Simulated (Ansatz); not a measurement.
# G0W0 on several functionals: WSe2 (P6_3/mmc)

One-shot GW is not self-consistent; how far does the start matter for WSe2 (P6_3/mmc)?

Main program and level: Ansatz 0.2.0; G0W0 on several functionals, plane waves, PAW.

Most raw output is cut from this account.

The database entry behind the starting cell differs from later determinations by our own check (a about 0.2 % long), so it need not match the best structure at ambient conditions.

In doubt: masses and optical values from hybrid runs of this build are listed as unsure (steps 5, 6, 7), which bears on the screening that GW takes from such a start.

**1. Starting point**

Symmetry: P6_3/mmc, No. 194, hexagonal system. The conventional cell has a = 3.290 Å, b = 3.290 Å, c = 12.970 Å, α = 90.00°, β = 90.00°, γ = 120.00°. Nearest to W lie 6 Se at 2.53 Å. Nearest to Se lie 3 W at 2.53 Å. Farther neighbours and most contacts between anions are not listed.

The cell and positions come from the Crystallography Open Database and are kept as given unless a step says otherwise. Spin-orbit coupling is left out unless a step names it.

**2. G0W0 on LDA**

G0W0 replaces the xc potential by the self-energy, built once from these orbitals. Only a window of levels is corrected, while the sums run over the empty bands that the input names. This step takes PAW set soft_1 files.

This step: G0W0 on LDA, plane waves, PAW; PAW set soft_1.

Contents of input.yaml:

```yaml
crystal:
  lattice:
    - [3.29, 0.0, 0.0]
    - [-1.645, 2.8492235785, 0.0]
    - [0.0, 0.0, 12.97]
  atoms:
    - { symbol: W, position: [0.3333333333, 0.6666666667, 0.25] }
    - { symbol: W, position: [0.6666666667, 0.3333333333, 0.75] }
    - { symbol: Se, position: [0.3333333333, 0.6666666667, 0.621] }
    - { symbol: Se, position: [0.6666666667, 0.3333333333, 0.121] }
    - { symbol: Se, position: [0.3333333333, 0.6666666667, 0.879] }
    - { symbol: Se, position: [0.6666666667, 0.3333333333, 0.379] }
kpoints:
  mp_grid: { grid: [6, 6, 2] }
hamiltonian:
  xc: lda
  pseudopotentials: { kind: paw, azcp: { folder: soft_1 }, xc_functional: pbe }
scf:
  occupations: { method: fixed }
gw:
  n_empty_bands: 276
  ecut_chi: 100
  qp_bands: [v2, c2]
  qp_kpoints: band_edges
  screening: { model: contour_deformation }
```

On the command line:

```bash
ansatz run input.yaml --threads 2 --pin off --max-ram 73728MiB --backend cuda --events-out ev --progress --plain --runs-dir out --devices 1 --max-vram 13GiB
```

Run time: 29 s. Hardware: 1 × NVIDIA H100 80GB HBM3 (shared by 6 runs) with 2 threads of AMD EPYC 7R13 (Zen 3), shared host; peak memory 1.5 GiB.

Numbers from this step:

- bands summed: 322
- RPA ε∞ on this mesh (eigenvalues): 7.494, 15.75, 15.75
- plane waves in the screening matrix: 291
- q-points in the mesh: 72
- G0W0 gap on the mesh: 1.211 eV
- k of the valence top: 0, 0, 0
- k of the conduction bottom: 0.1667, 0.1667, 0
- starting gap on the mesh: 0.9219 eV
- Z at the valence top: 0.7538
- Z at the conduction bottom: 0.7652
- least direct G0W0 gap on the computed points: 1.928 eV

The gap on the mesh goes from 0.92 eV to 1.21 eV, a correction of +0.29 eV. Between the two edge states, bare exchange in place of the xc potential would open the gap by 4.35 eV, and correlation takes back 4.06 eV.

**3. G0W0 on PBEsol**

The same correction from a different start measures what one shot leaves open.

This step: G0W0 on PBEsol, plane waves, PAW; PAW set soft_1.

input.yaml, as its differences from that of step 2:

```diff
@@ -15,3 +15,3 @@
 hamiltonian:
-  xc: lda
+  xc: pbesol
   pseudopotentials: { kind: paw, azcp: { folder: soft_1 }, xc_functional: pbe }
```

It took 39 s on 1 × NVIDIA H100 80GB HBM3 (shared by 6 runs) with 2 threads; peak memory 1.5 GiB.

Numbers from this step:

- bands summed: 322
- RPA ε∞ on this mesh (eigenvalues): 7.375, 15.62, 15.62
- plane waves in the screening matrix: 291
- q-points in the mesh: 72
- G0W0 gap on the mesh: 1.226 eV
- k of the valence top: 0, 0, 0
- k of the conduction bottom: 0.1667, 0.1667, 0
- starting gap on the mesh: 0.9403 eV
- Z at the valence top: 0.7547
- Z at the conduction bottom: 0.7661
- least direct G0W0 gap on the computed points: 1.937 eV

Against the run with 6×6×2 mesh, 276 empty bands, screening to 100 eV, PAW set soft_1 files on LDA, the gap moves by +0.016 eV.

**4. G0W0 on PBE**

This step: G0W0 on PBE, plane waves, PAW; PAW set soft_1.

input.yaml, as its differences from that of step 3:

```diff
@@ -15,4 +15,4 @@
 hamiltonian:
-  xc: pbesol
-  pseudopotentials: { kind: paw, azcp: { folder: soft_1 }, xc_functional: pbe }
+  xc: pbe
+  pseudopotentials: { kind: paw, azcp: { folder: soft_1 } }
 scf:
```

Elapsed: 39 s, on 1 × NVIDIA H100 80GB HBM3 (shared by 6 runs) with 2 threads; peak memory 1.5 GiB.

This step gave:

* bands summed: 322
* RPA ε∞ on this mesh (eigenvalues): 7.130, 15.40, 15.40
* plane waves in the screening matrix: 291
* G0W0 gap on the mesh: 1.244 eV
* k of the valence top: 0, 0, 0
* k of the conduction bottom: 0.1667, 0.1667, 0
* starting gap on the mesh: 0.9759 eV
* least direct G0W0 gap on the computed points: 1.944 eV

Against the run with 6×6×2 mesh, 276 empty bands, screening to 100 eV, PAW set soft_1 files on PBEsol, the gap moves by +0.017 eV, while the start moved by +0.04 eV.

**5. G0W0 on HSE06**

This step: G0W0 on HSE06, plane waves, PAW; PAW set soft_1.

input.yaml, as its differences from that of step 4:

```diff
@@ -15,3 +15,3 @@
 hamiltonian:
-  xc: pbe
+  xc: hse06
   pseudopotentials: { kind: paw, azcp: { folder: soft_1 } }
```

It took 90 s on 1 × NVIDIA H100 80GB HBM3 (shared by 6 runs) with 2 threads; peak memory 2.1 GiB; 1.8 min of CPU time.

Numbers from this step:

- bands summed: 322
- RPA ε∞ on this mesh (eigenvalues): 5.876, 12.20, 12.20
- plane waves in the screening matrix: 291
- G0W0 gap on the mesh: 1.427 eV
- k of the valence top: 0, 0, 0
- k of the conduction bottom: 0.1667, 0.1667, 0
- starting gap on the mesh: 1.446 eV
- least direct G0W0 gap on the computed points: 2.094 eV

Against the run with 6×6×2 mesh, 276 empty bands, screening to 100 eV, PAW set soft_1 files on PBE, the gap moves by +0.18 eV, while the start moved by +0.47 eV.

**6. G0W0 on PBE0**

This step: G0W0 on PBE0, plane waves, PAW; PAW set soft_1.

input.yaml, as its differences from that of step 5:

```diff
@@ -15,3 +15,3 @@
 hamiltonian:
-  xc: hse06
+  xc: pbe0
   pseudopotentials: { kind: paw, azcp: { folder: soft_1 } }
```

It took 85 s on 1 × NVIDIA H100 80GB HBM3 (shared by 6 runs) with 2 threads; peak memory 2.1 GiB; 1.7 min of CPU time.

This step gave:

```yaml
bands_summed: 322
rpa_eps_infinity_on_this_mesh_eigenvalues: 5.380, 10.47, 10.47
plane_waves_in_the_screening_matrix: 291
g0w0_gap_on_the_mesh: 1.548 eV
k_of_the_valence_top: 0, 0, 0
k_of_the_conduction_bottom: 0.1667, 0.1667, 0
starting_gap_on_the_mesh: 2.095 eV
least_direct_g0w0_gap_on_the_computed_points: 2.214 eV
```

Against the run with 6×6×2 mesh, 276 empty bands, screening to 100 eV, PAW set soft_1 files on HSE06, the gap moves by +0.12 eV, while the start moved by +0.65 eV.

**7. G0W0 on Hartree-Fock**

This step: G0W0 on Hartree-Fock, plane waves, PAW; PAW set soft_1.

input.yaml, as its differences from that of step 6:

```diff
@@ -15,3 +15,3 @@
 hamiltonian:
-  xc: pbe0
+  xc: hf
   pseudopotentials: { kind: paw, azcp: { folder: soft_1 } }
```

Run time: 83 s. Hardware: 1 × NVIDIA H100 80GB HBM3 (shared by 6 runs) with 2 threads; peak memory 2.1 GiB; 1.7 min of CPU time.

Numbers from this step:

* bands summed: 322
* RPA ε∞ on this mesh (eigenvalues): 3.413, 5.473, 5.473
* plane waves in the screening matrix: 291
* G0W0 gap on the mesh: 2.352 eV
* k of the valence top: 0, 0, 0
* k of the conduction bottom: 0.1667, 0.1667, 0
* starting gap on the mesh: 5.959 eV
* least direct G0W0 gap on the computed points: 2.740 eV

Against the run with 6×6×2 mesh, 276 empty bands, screening to 100 eV, PAW set soft_1 files on PBE0, the gap moves by +0.80 eV, while the start moved by +3.86 eV.

**8. The starts together**

All on the 6×6×2 mesh with 276 empty bands and screening to 100 eV. Times are wall times on 1 × NVIDIA H100 80GB HBM3 (shared by 6 runs) with 2 threads of AMD EPYC 7R13 (Zen 3), shared host, good to a factor of about two.

```tsv
start	starting gap (eV)	shift (eV)	G0W0 gap (eV)	RPA ε∞ (harmonic mean)	Z (valence, conduction)	time
LDA	0.92	+0.29	1.21	11.52	0.75, 0.77	29 s
PBEsol	0.94	+0.29	1.23	11.38	0.75, 0.77	39 s
PBE	0.98	+0.27	1.24	11.11	0.75, 0.77	39 s
HSE06	1.45	−0.02	1.43	8.98	0.78, 0.79	90 s
PBE0	2.09	−0.55	1.55	7.96	0.80, 0.80	85 s
Hartree-Fock	5.96	−3.61	2.35	4.56	0.86, 0.87	83 s
```

The parts of the quasiparticle energy at the two band edges (eV; QP = start + Σx + Σc − Vxc):

```tsv
run	edge	start	Σx	Σc	Vxc	Z	QP
LDA	valence top	12.24	-19.39	0.47	-19.13	0.75	12.45
LDA	conduction bottom	13.16	-13.05	-3.60	-17.14	0.77	13.66
PBEsol	valence top	12.43	-19.36	0.52	-18.88	0.75	12.47
PBEsol	conduction bottom	13.37	-13.01	-3.55	-16.89	0.77	13.70
PBE	valence top	12.58	-19.39	0.56	-18.76	0.75	12.51
PBE	conduction bottom	13.55	-13.07	-3.52	-16.79	0.77	13.75
HSE06	valence top	12.26	-19.35	0.58	-18.90	0.78	12.38
HSE06	conduction bottom	13.70	-12.83	-3.48	-16.42	0.79	13.81
```

For a hybrid start, Vxc holds its share of exact exchange.

**9. Results**

| Item | Value |
| --- | --- |
| G0W0@LDA | 1.21 eV (start 0.92 eV) |
| G0W0@PBEsol | 1.23 eV (start 0.94 eV) |
| G0W0@PBE | 1.24 eV (start 0.98 eV) |
| G0W0@HSE06 | 1.43 eV (start 1.45 eV) |
| G0W0@PBE0 | 1.55 eV (start 2.09 eV) |
| G0W0@Hartree-Fock | 2.35 eV (start 5.96 eV) |
| known limits | not at the basis limit; no spin-orbit coupling; coarse k mesh |

**Reading.** The starting gaps span 5.04 eV and the G0W0 gaps 1.14 eV. Between LDA and Hartree-Fock, 1.14 eV of the 5.04 eV survives, 23 %. Hartree-Fock screens less than LDA (ε∞ 4.56 against 11.52). Of the 1.14 eV by which its G0W0 gap is higher, the correlation part gives +0.36 eV, and exchange with the one-particle terms, which follow the orbitals, +0.78 eV. On PBE0 and Hartree-Fock the correction is negative: that start lies above its own G0W0 value. The smallest correction, −0.02 eV, is on HSE06, the start nearest to reproducing itself. Bands and cutoff are finite, so the gap is not at the basis limit. The miss can reach some tenths of an eV and take either sign; the mesh is an error of its own. The 6×6×2 mesh is coarse for this cell (its supercell is 20 Å along the shortest edge). The RPA ε∞ on it, from the LDA start, is 7.49 and 15.75; such meshes misread the long-range screening, most where the gap is narrow. The program warns that the mesh is coarse for exact exchange, which bears on the hybrid start's gap. The many-body steps are scalar-relativistic: spin-orbit coupling is not in them.

[Paths, hosts, dates, memory and timing lines, banners, echoed tables and standing remarks are left out of the program output.]

[Logs are printed without paths, hosts, clocks, repeated set-up lines and the standing remarks that a program may print on its own settings, such as how far it seeks lower states.]

[Runs of the session that timed out or met a known fault of the program may be left out.]

[Cells called generated may have been cut or substituted from an entry of the Crystallography Open Database or the Materials Project.]

[Hosts, paths, dates, database ids (printed as entryN), source tags and the programs' standing remarks are cut or masked in the printed files.]
